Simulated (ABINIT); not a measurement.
## A GW chain in ABINIT: NiO2 (P-3m1)

How does a plane-wave GW calculation on NiO2 (P-3m1) run from the first input to the gap?

Calculated with ABINIT 10.8.3; LDA and many-body steps on it, plane waves.

**1. The structure**

It takes space group P-3m1 (No. 164, trigonal). Conventional cell: a = 2.799 Å, b = 2.799 Å, c = 4.618 Å, α = 90.00°, β = 90.00°, γ = 120.00°. Nearest to Ni lie 6 O at 1.88 Å. O has 3 Ni at 1.88 Å nearest. Farther neighbours, and contacts between anions beyond the nearest, are not listed.

The cell and positions are those that the Materials Project relaxed with its own functionals (PBE, PBE+U or r2SCAN), kept fixed.

**2. Ground state**

This step: ABINIT 10.8.3; DFT, LDA, plane waves, norm-conserving pseudopotentials.

The ground-state density comes first.

File run.abi:

```
acell 3*1.0 Angstrom
rprim 
  2.798781865034 -0.000000000008 0.000000000000
  -1.399390932510 2.423816194775 0.000000000000
  0.000000000000 0.000000000000 4.618273000000
ntypat 2
znucl 28 8
natom 3
typat 1 2 2
xred 
  0.000000000000 0.000000000000 0.500000000000
  0.666666666667 0.333333333333 0.706039000000
  0.333333333333 0.666666666667 0.293961000000
pp_dirpath "pseudos"
pseudos "Ni.upf, O.upf"
ecut 45
ngkpt 9 9 4
nshiftk 1
shiftk 0 0 0
kptopt 1
chksymbreak 0
nband 20
occopt 1
tolvrs 1e-10
nstep 60
prtwf 0
optforces 0
optstress 0
indata_prefix "in"
outdata_prefix "out"
tmpdata_prefix "tmp"
```

The run is started by

```
$ OMP_NUM_THREADS=1 mpirun -n 4 abinit run.abi > log
```

Standard output:

```text
.Version 10.8.3 of ABINIT. v10.8.2 released Aug 2026.

 Symmetries : space group P-3 m 1 (#164); Bravais hP (primitive hexag.)
================================================================================
 Values of the parameters that define the memory need of the present run
     intxc =       0    ionmov =       0      iscf =       7    lmnmax =       6
     lnmax =       6     mgfft =      54  mpssoang =       3    mqgrid =    3001
     natom =       3  nloc_mem =       1    nspden =       1   nspinor =       1
    nsppol =       1      nsym =      12    n1xccc =    2501    ntypat =       2
    occopt =       1   xclevel =       1
-    mband =          20        mffmem =           1         mkmem =          11
       mpw =        3078          nfft =       55296          nkpt =          43
================================================================================
  Rough estimation (10% accuracy) of disk space for files :
================================================================================

--------------------------------------------------------------------------------
------------- Echo of variables that govern the present computation ------------
--------------------------------------------------------------------------------
 -outvars: echo values of preprocessed input variables --------
            acell      1.8897261259E+00  1.8897261259E+00  1.8897261259E+00 Bohr

      chksymbreak           0
             ecut      4.50000000E+01 Hartree
-          fftalg         312

              ixc       -1012
              kpt      0.00000000E+00  0.00000000E+00  0.00000000E+00
                       1.11111111E-01  0.00000000E+00  0.00000000E+00
                       2.22222222E-01  0.00000000E+00  0.00000000E+00
                       3.33333333E-01  0.00000000E+00  0.00000000E+00
                       4.44444444E-01  0.00000000E+00  0.00000000E+00
                       1.11111111E-01  1.11111111E-01  0.00000000E+00
                       2.22222222E-01  1.11111111E-01  0.00000000E+00
                       3.33333333E-01  1.11111111E-01  0.00000000E+00
                       4.44444444E-01  1.11111111E-01  0.00000000E+00
   [... 32 further rows ...]
                       3.33333333E-01  2.22222222E-01  5.00000000E-01
                       3.33333333E-01  3.33333333E-01  5.00000000E-01
         kptrlatt        9    0    0      0    9    0      0    0    4
          kptrlen      3.49090846E+01
P           mkmem          11
            natom           3
            nband          20
            ngfft          32      32      54
             nkpt          43
            nstep          60
             nsym          12
           ntypat           2
              occ      2.000000  2.000000  2.000000  2.000000  2.000000  2.000000
                       2.000000  2.000000  2.000000  2.000000  2.000000  2.000000
                       2.000000  2.000000  2.000000  0.000000  0.000000  0.000000
                       0.000000  0.000000
        optforces           0
        optstress           0
            prtwf           0
            rprim      2.7987818650E+00 -8.0000000000E-12  0.0000000000E+00
[...]
spgroup         164

           tolvrs      1.00000000E-10

             xred      0.0000000000E+00  0.0000000000E+00  5.0000000000E-01
[...]
znucl       28.00000    8.00000

================================================================================

 chkinp: Checking input parameters for consistency.

================================================================================
== DATASET  1 ==================================================================
-   mpi_nproc: 4, omp_nthreads: 1 (-1 if OMP is not activated)

--- !DatasetInfo
iteration_state: {dtset: 1, }
dimensions: {natom: 3, nkpt: 43, mband: 20, nsppol: 1, nspinor: 1, nspden: 1, mpw: 3078, }
cutoff_energies: {ecut:  45.0, pawecutdg:  -1.0, }
electrons: {nelect:   3.00000000E+01, charge:   0.00000000E+00, occopt:   1.00000000E+00, tsmear:   1.00000000E-02, }

 Real(R)+Recip(G) space primitive vectors, cartesian coordinates (Bohr,Bohr^-1):
 R(1)=  5.2889312  0.0000000  0.0000000  G(1)=  0.1890741  0.1091620  0.0000000
 R(2)= -2.6444656  4.5803488  0.0000000  G(2)=  0.0000000  0.2183240  0.0000000
 R(3)=  0.0000000  0.0000000  8.7272711  G(3)=  0.0000000  0.0000000  0.1145834
 Unit cell volume ucvol=  2.1141945E+02 bohr^3
 Angles (23,13,12)=  9.00000000E+01  9.00000000E+01  1.20000000E+02 degrees

 getcut: wavevector=  0.0000  0.0000  0.0000  ngfft=  32  32  54
         ecut(hartree)=     45.000   => boxcut(ratio)=   2.00360

--- Pseudopotential description ------------------------------------------------
- Ni Generated using ONCVPSP code by D. R. Hamann
- 28.00000  18.00000  201201                  znucl, zion, pspdat
12 -1012 2 -1 1340                            pspcod,pspxc,lmax,lloc,mmax
     nproj     2     2     2
  pspatm : epsatm=   19.67681024
         --- l  ekb(1:nproj) -->
[...]
pspatm: atomic psp has been read  and splines computed

- O Generated using ONCVPSP code by D. R. Hamann
-  8.00000   6.00000  201201                  znucl, zion, pspdat
12 -1012 2 -1 926                             pspcod,pspxc,lmax,lloc,mmax
     nproj     2     2     1
  pspatm : epsatm=    6.27558587
         --- l  ekb(1:nproj) -->
[...]
2   -1.033686
 pspatm: atomic psp has been read  and splines computed

   9.66839459E+02                                ecore*ucvol(ha*bohr**3)
--------------------------------------------------------------------------------

_setup2: Arith. and geom. avg. npw (full set) are    3048.380    3048.355

================================================================================

--- !BeginCycle
iteration_state: {dtset: 1, }
solver: {iscf: 7, nstep: 60, nline: 4, wfoptalg: 0, }
tolerances: {tolvrs: 1.00E-10, }

     iter   Etot(hartree)      deltaE(h)  residm     vres2
 ETOT  1  -199.57268433745    -1.996E+02 3.956E-01 2.668E+03
 ETOT  2  -196.72659589337     2.846E+00 4.990E-02 1.928E+04
 ETOT  3  -200.36139695904    -3.635E+00 5.701E-02 1.151E+03
 ETOT  4  -200.56691953434    -2.055E-01 1.176E-02 1.593E+02
 ETOT  5  -200.58889415631    -2.197E-02 5.392E-04 4.509E+01
 ETOT  6  -200.59662724561    -7.733E-03 6.824E-04 3.687E+00
 ETOT  7  -200.59727779894    -6.506E-04 1.018E-03 8.464E-01
 ETOT  8  -200.59744753081    -1.697E-04 4.153E-04 1.261E-02
 ETOT  9  -200.59744963737    -2.107E-06 7.494E-04 1.105E-04
 ETOT 10  -200.59744965726    -1.988E-08 2.068E-04 1.711E-05
 ETOT 11  -200.59744966109    -3.830E-09 3.367E-04 7.510E-08
 ETOT 12  -200.59744966112    -3.314E-11 7.932E-05 5.966E-09
 ETOT 13  -200.59744966112     1.990E-13 1.344E-04 1.283E-09
 ETOT 14  -200.59744966111     8.441E-12 2.886E-05 2.779E-12

 At SCF step   14       vres2   =  2.78E-12 < tolvrs=  1.00E-10 =>converged.

--- !ResultsGS
iteration_state: {dtset: 1, }
comment   : Summary of ground state results
lattice_vectors:
- [  5.2889312,  -0.0000000,   0.0000000, ]
- [ -2.6444656,   4.5803488,   0.0000000, ]
- [  0.0000000,   0.0000000,   8.7272711, ]
lattice_lengths: [   5.28893,    5.28893,    8.72727, ]
lattice_angles: [ 90.000,  90.000, 120.000, ] # degrees, (23, 13, 12)
lattice_volume:   2.1141945E+02
convergence: {deltae:  8.441E-12, res2:  2.779E-12, residm:  2.886E-05, diffor:  0.000E+00, }
etotal    :  -2.00597450E+02
entropy   :   0.00000000E+00
fermie    :   1.10219697E-01
cartesian_stress_tensor: null
pressure_GPa: null
xred      :
- [  0.0000E+00,   0.0000E+00,   5.0000E-01, Ni]
- [  6.6667E-01,   3.3333E-01,   7.0604E-01,  O]
- [  3.3333E-01,   6.6667E-01,   2.9396E-01,  O]
cartesian_forces: null
force_length_stats: {min: null, max: null, mean: null, }

 Integrated electronic density in atomic spheres:
 ------------------------------------------------
 Atom  Sphere_radius  Integrated_density
[...]
2        2.00000          6.10017502
    3        2.00000          6.10017502
================================================================================

 ----iterations are completed or convergence reached----

 Mean square residual over all n,k,spin=   41.452E-09; max=  28.864E-06
 reduced coordinates (array xred) for    3 atoms
       0.000000      0.000000      0.500000
       0.666667      0.333333      0.706039
       0.333333      0.666667      0.293961
 rms dE/dt=  0.0000E+00; max dE/dt=  0.0000E+00; dE/dt below (all hartree)
    1       0.000000      0.000000      0.000000
    2       0.000000      0.000000      0.000000
    3       0.000000      0.000000      0.000000

 cartesian coordinates (angstrom) at end:
    1      0.000000     0.000000     2.309137
    2      1.399391     0.807939     3.260681
    3      4.67e-12     1.615877     1.357592
 length scales=  1.889726  1.889726  1.889726 bohr
              =  1.000000  1.000000  1.000000 angstroms
 prteigrs : about to open file out_EIG
 Fermi (or HOMO) energy (hartree) =   0.11022   Average Vxc (hartree)=  -0.43089
 Eigenvalues (hartree) for nkpt=  43  k points:
 kpt#   1, nband= 20, wtk=  0.00309, kpt=  0.0000  0.0000  0.0000 (reduced coord)
  -3.69238   -2.25359   -2.25359   -2.24464   -0.60474   -0.51214   -0.10664   -0.09668
  -0.09668    0.03246    0.03246    0.06620    0.06620    0.07832    0.09507    0.18551
   0.18551    0.38236    0.50694    0.64179
 prteigrs : prtvol=0 or 1, do not print more k-points.

--- !EnergyTerms
iteration_state     : {dtset: 1, }
comment             : Components of total free energy in Hartree
kinetic             :  1.000740E+02
hartree             :  8.709856E+01
xc                  : -2.919480E+01
Ewald energy        : -9.681001E+01
psp_core            :  4.573087E+00
local_psp           : -2.346776E+02
non_local_psp       : -3.166071E+01
total_energy        : -2.005974E+02
total_energy_eV     : -5.458535E+03
band_energy         : -2.313646E+01

== END DATASET(S) ==============================================================
================================================================================

 -outvars: echo values of variables after computation  --------
           etotal     -2.0059744966E+02
            nband          20
             nkpt          43
          spgroup         164
 [... the other variables as echoed above ...]

 Calculation completed.
```

The job ended after 43 s (4 MPI ranks of Arm Neoverse N1, shared host; peak memory 0.31 GiB; 2.9 min of CPU time).

This step gave:

```
total energy               : -5458.5347 eV
gap                        : 0.8748 eV
k of the valence top       : 0.1111, 0, 0.5
k of the conduction bottom : 0.3333, 0, 0.25
least direct gap           : 1.056 eV
```

The gap is indirect, with the least direct gap 0.18 eV higher.

[end of part 1 of 3]

[Long decimals in the printed logs are rounded to 6 places.]

[Logs are printed without paths, hosts, clocks, repeated set-up lines and the standing remarks that a program may print on its own settings, such as how far it seeks lower states.]

[Paths, hosts, dates, memory and timing lines, banners, echoed tables and standing remarks are left out of the program output; an Ansatz launch command may be rebuilt from the run's recorded settings. Measured values are a selection of at most five: reports struck by readers or far from the other reports are left out. None is set beside runs whose start may be inverted or whose files or cutoffs have a known fault.]

[Runs of the session that timed out or met a known fault of the program may be left out.]

[Hosts, paths, dates, database ids (printed as entryN), source tags and the programs' standing remarks are cut or masked in the printed files.]

[G0W0 gaps are taken among the corrected bands and points alone; a level outside them can change the order at an edge.]

[Where Ansatz stands beside ABINIT at settings called matched, ABINIT's density can come from a denser mesh and the files from another edition; pairs whose starting gaps differed by over 0.03 eV were left out, so agreement reads better than it is.]
